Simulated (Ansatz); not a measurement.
# Vibrations of species on Si(100)-2x1 dimers, part 2 of 2

Aim: bond lengths and vibrational modes of species bound on Si(100)-2x1 dimers.

Ansatz 0.2.0; DFT PBE, scalar-relativistic, plane waves, PAW; PAW set soft_1.

So far. Step 2 (Relaxation of the host): The forces vanish by symmetry. Step 3 (Letting the atoms settle: F and OH on one dimer): The largest force component left on a free atom is 0.67 meV/Å.

**4. Force constants among chosen sites: F and OH on one dimer**

Only 7 sites are displaced (4 Si, 1 F, 1 O and 1 H), with their periodic images, and all others stay at rest. This gives the modes that are localised on these sites for less work than the whole matrix.

input.yaml

```yaml
crystal:
  lattice:
    - [7.7354058433, 0.0, 0.0]
    - [0.0, 3.8677029217, 0.0]
    - [0.0, 0.0, 45.2101394757]
  atoms:
    - { symbol: Si, position: [0.0, 0.0, 0.1856778701] }
    - { symbol: Si, position: [0.5, 0.0, 0.1856778701] }
    - { symbol: Si, position: [0.25, 0.0, 0.2159242168] }
    - { symbol: Si, position: [0.75, 0.0, 0.2159242168] }
    - { symbol: Si, position: [0.24623334, 0.5, 0.2461083454] }
    - { symbol: Si, position: [0.7537014196, 0.5, 0.2460444419] }
    - { symbol: Si, position: [-0.0003307482, 0.5, 0.277855918] }
    - { symbol: Si, position: [0.5002267606, 0.5, 0.274636218] }
    - { symbol: Si, position: [-0.0014883858, 0.0, 0.3088283559] }
    - { symbol: Si, position: [0.5015917841, 0.0, 0.3041171289] }
    - { symbol: Si, position: [0.2611764212, 0.0, 0.3364713034] }
    - { symbol: Si, position: [0.7382786775, 0.0, 0.3372834603] }
    - { symbol: Si, position: [0.3428661979, 0.5, 0.3632217043] }
    - { symbol: Si, position: [0.6577814006, 0.5, 0.3646776884] }
    - { symbol: H, position: [0.0, 0.317043, 0.1664936467] }
    - { symbol: H, position: [0.0, 0.682957, 0.1664936467] }
    - { symbol: H, position: [0.5, 0.317043, 0.1664936467] }
    - { symbol: H, position: [0.5, 0.682957, 0.1664936467] }
    - { symbol: F, position: [0.2577856902, 0.5, 0.3963067119] }
    - { symbol: O, position: [0.7140759385, 0.5, 0.4002358911] }
    - { symbol: H, position: [0.8360567665, 0.5, 0.4051893271] }
  periodic: [true, true, false]
kpoints:
  mp_grid: { grid: [4, 8, 1] }
hamiltonian:
  xc: pbe
  pseudopotentials: { kind: paw, azcp: { folder: soft_1 } }
scf:
  occupations: { method: gaussian, width: 0.03 }
output:
  eigenvalues: true
phonons:
  method: fd
  supercell: [1, 1, 1]
  displaced_sites: [10, 11, 12, 13, 18, 19, 20]
  rigid_motions: translations
```

Launch:

```bash
$ ansatz run input.yaml --threads 8 --pin off --max-ram 20480MiB --backend cpu --events-out ev --progress --plain --runs-dir out
```

Numbers of over 12 decimals in the logs are rounded to 6 here.

The program printed:

```text
[...]
Crystal: 21 atoms, lattice volume = 1352.608 Å³
Basis set: ecut = 420 eV, 26483 PW (Γ), exchange–correlation on 108×54×640 points (8 copies of the dense FFT grid, shifted against one another)
Bands: 58, of which v1, the nominal top of the filled ones, is band 37 counted from 1 (36 counted from 0)
Symmetry: 2 space group operations
k-points: 15 of 32 (time reversal used)
[...]
SCF iter   1: F=—  HF=-10361.042369 eV  |F-HF|=—  |Δ(HF+E_count)|=         —  Δρ=3.61e-2  dr2=1.65e1  ethr=3.10e-3  ⟨swp⟩=12.1  Hψ=6613  notcnv=0  defer=79
[...]
SCF iter  17: F=-10356.415781 eV  HF=-10356.415781 eV  |F-HF|=2.18e-11  |Δ(HF+E_count)|=  1.26e-10  Δρ=2.00e-8  dr2=9.36e-12  ethr=1.00e-12  ⟨swp⟩=25.8  Hψ=7954  notcnv=0
SCF 1 converged in 17 iterations: F = -10356.415781 eV  dr2 = 9.36e-12
[...]
SCF iter  10: F=-10356.415765 eV  HF=-10356.415765 eV  |F-HF|=1.06e-10  |Δ(HF+E_count)|=  7.28e-11  Δρ=9.50e-9  dr2=2.08e-12  ethr=1.00e-12  ⟨swp⟩=8.7  Hψ=4526  notcnv=0
SCF 2 converged in 10 iterations: F = -10356.415765 eV  dr2 = 2.08e-12
[...]
SCF iter   7: F=-10356.415765 eV  HF=-10356.415765 eV  |F-HF|=1.82e-12  |Δ(HF+E_count)|=  1.22e-10  Δρ=1.72e-8  dr2=4.67e-12  ethr=1.00e-12  ⟨swp⟩=8.7  Hψ=4645  notcnv=0
SCF 3 converged in 7 iterations: F = -10356.415765 eV  dr2 = 4.67e-12
Symmetry: 1 space group operations
k-points: 18 of 32 (time reversal used)
[...]
SCF iter  10: F=-10356.415743 eV  HF=-10356.415743 eV  |F-HF|=1.66e-10  |Δ(HF+E_count)|=  1.20e-10  Δρ=6.57e-9  dr2=8.02e-13  ethr=1.00e-12  ⟨swp⟩=8.3  Hψ=5459  notcnv=0
SCF 4 converged in 10 iterations: F = -10356.415743 eV  dr2 = 8.02e-13
[...]
SCF iter   7: F=-10356.415743 eV  HF=-10356.415743 eV  |F-HF|=1.46e-10  |Δ(HF+E_count)|=  9.09e-11  Δρ=1.46e-8  dr2=2.13e-12  ethr=1.00e-12  ⟨swp⟩=8.4  Hψ=5552  notcnv=0
SCF 5 converged in 7 iterations: F = -10356.415743 eV  dr2 = 2.13e-12
[...]
SCF iter  10: F=-10356.415737 eV  HF=-10356.415737 eV  |F-HF|=9.09e-12  |Δ(HF+E_count)|=  7.46e-11  Δρ=6.92e-9  dr2=1.85e-12  ethr=1.00e-12  ⟨swp⟩=8.3  Hψ=4551  notcnv=0
SCF 6 converged in 10 iterations: F = -10356.415737 eV  dr2 = 1.85e-12
[...]
SCF iter   8: F=-10356.415738 eV  HF=-10356.415738 eV  |F-HF|=3.64e-11  |Δ(HF+E_count)|=  1.24e-10  Δρ=4.58e-9  dr2=4.80e-13  ethr=1.00e-12  ⟨swp⟩=8.1  Hψ=4401  notcnv=0
SCF 7 converged in 8 iterations: F = -10356.415738 eV  dr2 = 4.80e-13
[...]
SCF iter  10: F=-10356.415741 eV  HF=-10356.415741 eV  |F-HF|=1.82e-12  |Δ(HF+E_count)|=  1.82e-11  Δρ=7.40e-9  dr2=1.04e-12  ethr=1.00e-12  ⟨swp⟩=8.3  Hψ=5509  notcnv=0
SCF 8 converged in 10 iterations: F = -10356.415741 eV  dr2 = 1.04e-12
[...]
SCF iter   8: F=-10356.415742 eV  HF=-10356.415742 eV  |F-HF|=1.46e-10  |Δ(HF+E_count)|=  6.37e-11  Δρ=8.40e-9  dr2=1.09e-12  ethr=1.00e-12  ⟨swp⟩=8.1  Hψ=5393  notcnv=0
SCF 9 converged in 8 iterations: F = -10356.415742 eV  dr2 = 1.09e-12
[...]
SCF 10 converged in 10 iterations: F = -10356.415732 eV  dr2 = 1.18e-12
[...]
SCF 11 converged in 8 iterations: F = -10356.415732 eV  dr2 = 1.97e-12
[...]
SCF 12 converged in 10 iterations: F = -10356.415716 eV  dr2 = 6.68e-13
[...]
SCF 13 converged in 7 iterations: F = -10356.415715 eV  dr2 = 5.65e-12
[...]
SCF 14 converged in 10 iterations: F = -10356.415735 eV  dr2 = 1.47e-12
[...]
SCF 15 converged in 8 iterations: F = -10356.415733 eV  dr2 = 2.79e-12
[...]
SCF 16 converged in 10 iterations: F = -10356.415714 eV  dr2 = 9.40e-13
[...]
SCF 17 converged in 8 iterations: F = -10356.415712 eV  dr2 = 6.09e-13
[...]
SCF 18 converged in 10 iterations: F = -10356.415623 eV  dr2 = 5.48e-12
[...]
SCF 19 converged in 7 iterations: F = -10356.415628 eV  dr2 = 9.46e-13
[...]
SCF iter  10: F=-10356.415735 eV  HF=-10356.415735 eV  |F-HF|=1.27e-10  |Δ(HF+E_count)|=  1.78e-10  Δρ=1.06e-8  dr2=1.49e-12  ethr=1.00e-12  ⟨swp⟩=8.2  Hψ=5561  notcnv=0
SCF 20 converged in 10 iterations: F = -10356.415735 eV  dr2 = 1.49e-12
[...]
SCF iter   7: F=-10356.415737 eV  HF=-10356.415737 eV  |F-HF|=9.09e-12  |Δ(HF+E_count)|=  2.55e-11  Δρ=1.03e-8  dr2=2.80e-12  ethr=1.00e-12  ⟨swp⟩=8.7  Hψ=5576  notcnv=0
SCF 21 converged in 7 iterations: F = -10356.415737 eV  dr2 = 2.80e-12
[...]
SCF iter  10: F=-10356.415739 eV  HF=-10356.415739 eV  |F-HF|=1.58e-10  |Δ(HF+E_count)|=  1.02e-10  Δρ=8.94e-9  dr2=1.69e-12  ethr=1.00e-12  ⟨swp⟩=8.5  Hψ=4665  notcnv=0
SCF 22 converged in 10 iterations: F = -10356.415739 eV  dr2 = 1.69e-12
[...]
SCF iter   8: F=-10356.415739 eV  HF=-10356.415739 eV  |F-HF|=1.95e-10  |Δ(HF+E_count)|=  2.55e-11  Δρ=8.38e-9  dr2=2.36e-12  ethr=1.00e-12  ⟨swp⟩=8.7  Hψ=4490  notcnv=0
SCF 23 converged in 8 iterations: F = -10356.415739 eV  dr2 = 2.36e-12
[...]
SCF iter  10: F=-10356.415742 eV  HF=-10356.415742 eV  |F-HF|=6.37e-11  |Δ(HF+E_count)|=  3.64e-12  Δρ=6.73e-9  dr2=7.13e-13  ethr=1.00e-12  ⟨swp⟩=7.1  Hψ=4769  notcnv=0
SCF 24 converged in 10 iterations: F = -10356.415742 eV  dr2 = 7.13e-13
[...]
SCF iter   8: F=-10356.415743 eV  HF=-10356.415743 eV  |F-HF|=4.73e-11  |Δ(HF+E_count)|=  2.00e-11  Δρ=7.92e-9  dr2=1.02e-12  ethr=1.00e-12  ⟨swp⟩=7.6  Hψ=5650  notcnv=0
SCF 25 converged in 8 iterations: F = -10356.415743 eV  dr2 = 1.02e-12
[...]
SCF iter  10: F=-10356.415641 eV  HF=-10356.415641 eV  |F-HF|=6.73e-11  |Δ(HF+E_count)|=  1.11e-10  Δρ=9.98e-9  dr2=1.29e-12  ethr=1.00e-12  ⟨swp⟩=8.7  Hψ=4620  notcnv=0
SCF 26 converged in 10 iterations: F = -10356.415641 eV  dr2 = 1.29e-12
[...]
SCF iter   7: F=-10356.415637 eV  HF=-10356.415637 eV  |F-HF|=3.82e-11  |Δ(HF+E_count)|=  2.78e-10  Δρ=1.89e-8  dr2=2.91e-12  ethr=1.00e-12  ⟨swp⟩=8.0  Hψ=4996  notcnv=0
SCF 27 converged in 7 iterations: F = -10356.415637 eV  dr2 = 2.91e-12
[...]
SCF iter   9: F=-10356.415773 eV  HF=-10356.415773 eV  |F-HF|=3.64e-11  |Δ(HF+E_count)|=  6.91e-11  Δρ=2.05e-8  dr2=5.01e-12  ethr=1.00e-12  ⟨swp⟩=7.9  Hψ=5851  notcnv=0
SCF 28 converged in 9 iterations: F = -10356.415773 eV  dr2 = 5.01e-12
[...]
SCF iter   8: F=-10356.415773 eV  HF=-10356.415773 eV  |F-HF|=5.09e-11  |Δ(HF+E_count)|=  3.82e-11  Δρ=6.02e-9  dr2=9.82e-13  ethr=1.00e-12  ⟨swp⟩=7.3  Hψ=4515  notcnv=0
SCF 29 converged in 8 iterations: F = -10356.415773 eV  dr2 = 9.82e-13
SCF converged after 17 iterations
Free energy (F): -10356.415781 eV
[...]
Internal energy: -10356.415781 eV  (E = F + TS)
E sigma→0 (E₀):  -10356.415781 eV
Fermi energy:    -4.745456 eV
[...]
--- Forces (eV/Å), atoms counted from 1 ---
  atom   1  Si    -0.00190056     0.00000000     0.09494669
  atom   2  Si     0.00217491     0.00000000     0.17829124
  atom   3  Si    -0.19101659     0.00000000    -0.14498723
  atom   4  Si     0.19081762     0.00000000    -0.16725929
  atom   5  Si     0.00004704     0.00000000    -0.00005379
  atom   6  Si    -0.00007112     0.00000000     0.00004519
  atom   7  Si     0.00015656     0.00000000    -0.00002687
  atom   8  Si     0.00007528     0.00000000     0.00001571
  atom   9  Si    -0.00004452     0.00000000     0.00000328
  atom  10  Si    -0.00005844     0.00000000    -0.00003097
  atom  11  Si    -0.00020649     0.00000000    -0.00021675
  atom  12  Si    -0.00008090     0.00000000    -0.00006268
  atom  13  Si     0.00004704     0.00000000     0.00014197
  atom  14  Si     0.00039072     0.00000000     0.00054304
  atom  15  H      0.00061816    -0.58606737     0.00055570
  atom  16  H      0.00061816     0.58606737     0.00055570
  atom  17  H     -0.00073148    -0.57890775     0.01896805
  atom  18  H     -0.00073148     0.57890775     0.01896805
  atom  19  F     -0.00002735     0.00000000    -0.00005423
  atom  20  O     -0.00057464     0.00000000    -0.00043846
  atom  21  H      0.00050553     0.00000000     0.00009667
  max |Σ_I F_I| component: 7.46e-6 eV/Å
--- Band table (eV; the first three rows and the last of 15) ---
  k-point 0: bands = [... 33 lower, -5.7803, -5.5609, -5.5605, -5.3365, -4.2707, -3.9633, -3.6222, -3.0301, ... 17 higher]
  k-point 1: bands = [... 33 lower, -6.2078, -5.9590, -5.6334, -5.5505, -3.7882, -3.2747, -3.1514, -2.5608, ... 17 higher]
  k-point 2: bands = [... 33 lower, -6.3466, -6.2761, -5.9314, -5.5810, -3.4106, -3.2581, -2.9482, -2.9042, ... 17 higher]
  k-point 14: bands = [... 33 lower, -7.0359, -6.7855, -6.7766, -6.6236, -3.3612, -3.3313, -3.2768, -3.0227, ... 17 higher]
  ° read free of the cell's end (the report's vacuum.weakly_bound_levels)
--- Phonons: 28 displaced members + reference (amplitude 0.0025 Å, Σ member SCF iterations 245) ---
  symmetry images taken by strict's conditions (phonons.symmetry_images: auto; settled by no image being taken that strict refuses)
  force constants formed among 7 of 21 sites (Si 10, Si 11, Si 12, Si 13, F 18, O 19, H 20); the other 14 at rest. The modes move the named sites alone.
  the frequencies, the zero-point energy and the sums are of the block with the acoustic sum rule laid on its rows. Row sums over every site: 2.8e-4 eV/Å² at the most
  transpose residual: 7.9e-4 eV/Å²
  largest component of a force at the reference: 5.7e-4 eV/Å on a named site, 5.9e-1 eV/Å on a site at rest
  frequencies among the named sites at Γ of the cell (cm⁻¹): -116.45 74.68 84.69 100.77 119.39 148.31 151.83 162.10 168.69 242.69 334.05 339.97 366.79 425.54 460.84 466.42 483.91 780.08 811.31 875.34 3728.86
  unstable modes among the named sites: 1
  frequencies as built, with no sum rule (cm⁻¹): -116.50 74.68 84.70 100.77 119.39 148.31 151.83 162.10 168.69 242.69 334.05 339.97 366.79 425.54 460.84 466.42 483.91 780.07 811.30 875.34 3728.86
  zero-point energy: 0.640147 eV/cell   skipped modes (ω ≤ 0): 1, of them read as no rigid motion or as one in doubt: 1 (1.000e0 modes/cell left out, lowest -116.45 cm⁻¹)
  not written: the harmonic force-constant file, the file of eigenvectors (these modes' are written with the force constants), the density of states and the dispersion, which are of every site
```

It took 8.9 min on 8 threads of Intel Xeon at 2.70GHz, shared host; peak memory 3.9 GiB.

The column dr2 measures how far the density is from self-consistency, as an energy; F and HF (Harris–Foulkes) agree once it is small.

The other atoms of the cell are at rest; shares are of the kinetic energy, a minus sign marks an imaginary mode, and where like sites share a mode the one named is one choice of several. Modes of the displaced sites:

```
mode  frequency (cm⁻¹)  share of Si (%)  share of F (%)  share of O (%)  share of H (%)  site with the largest share  its share (%)
   1            -116.5                1               0               6              93                          H21             93
   2              74.7               76              13              11               0                         Si13             23
   3              84.7               29              40              28               2                          F19             40
   4             100.8               57              22              21               0                          F19             22
   5             119.4                4              45              46               5                          O20             46
   6             148.3               65              22              12               1                         Si13             29
   7             151.8               24              27              45               4                          O20             45
   8             162.1               43              38              16               3                          F19             38
   9             168.7               66              14              19               2                         Si14             31
  10             242.7               73              12              12               3                         Si14             22
  11             334.1               96               3               1               0                         Si12             68
  12             340.0               99               0               1               0                         Si11             69
  13             366.8               89               5               4               2                         Si12             32
  14             425.5               93               2               4               0                         Si12             46
  15             460.8              100               0               0               0                         Si12             38
  16             466.4               98               1               0               1                         Si13             37
  17             483.9               99               0               0               0                         Si13             39
  18             780.1               25              14              31              30                          O20             31
  19             811.3               30              39               5              25                          F19             39
  20             875.3               32               3              31              35                          H21             35
  21            3728.9                0               0               6              94                          H21             94
```

The same force constants with another mass on the added atoms, against the natural mean mass; listed are the real modes with at least half of their motion on these atoms, followed through small steps of mass, less those that pass through avoided crossings, where the squared overlap of new and old mass-weighted patterns is under 0.8. Modes after a change of mass:

```
substitution  mode  frequency (cm⁻¹)  after (cm⁻¹)  ratio
     D for H    21            3728.9        2715.7  1.373
```

The highest mode of the block lies at 3728.9 cm⁻¹; the acoustic sum rule moved it by 0.0 cm⁻¹. The block has 1 imaginary mode, 116i cm⁻¹, so this structure is not a minimum.

**5. Summary of results**

| Item | Value |
| --- | --- |
| highest mode of the block of 7 sites, F and OH on one dimer | 3728.9 cm⁻¹ |

What this shows: The block has imaginary modes with F and OH on one dimer: the structure there is a saddle held by symmetry, a lower one exists, and its modes can differ widely from these. With F and OH on one dimer the highest mode of the block lies at 3729 cm⁻¹, 94 % on H. With all atoms beyond the displaced ones at rest, modes that spread into the slab are only rough; stretches of light atoms, well above the modes of the substrate atoms, are the least affected. Periodic images of the cell move in phase at the zone centre, so coupling to the images is part of these frequencies. The H atoms on the back face are held at typed positions, closer to each other than they would relax to, which bears on the gap of the slab more than on the modes of the front face. Modes of hydrogen are strongly anharmonic, so measured lines can lie well away from these harmonic values. These are harmonic frequencies at zero temperature: anharmonic shifts, linewidths and thermal expansion are left out.

[Logs are printed without paths, hosts, clocks, repeated set-up lines and the standing remarks that a program may print on its own settings, such as how far it seeks lower states.]

[Hosts, paths, dates, database ids (printed as entryN), source tags and the programs' standing remarks are cut or masked in the printed files.]
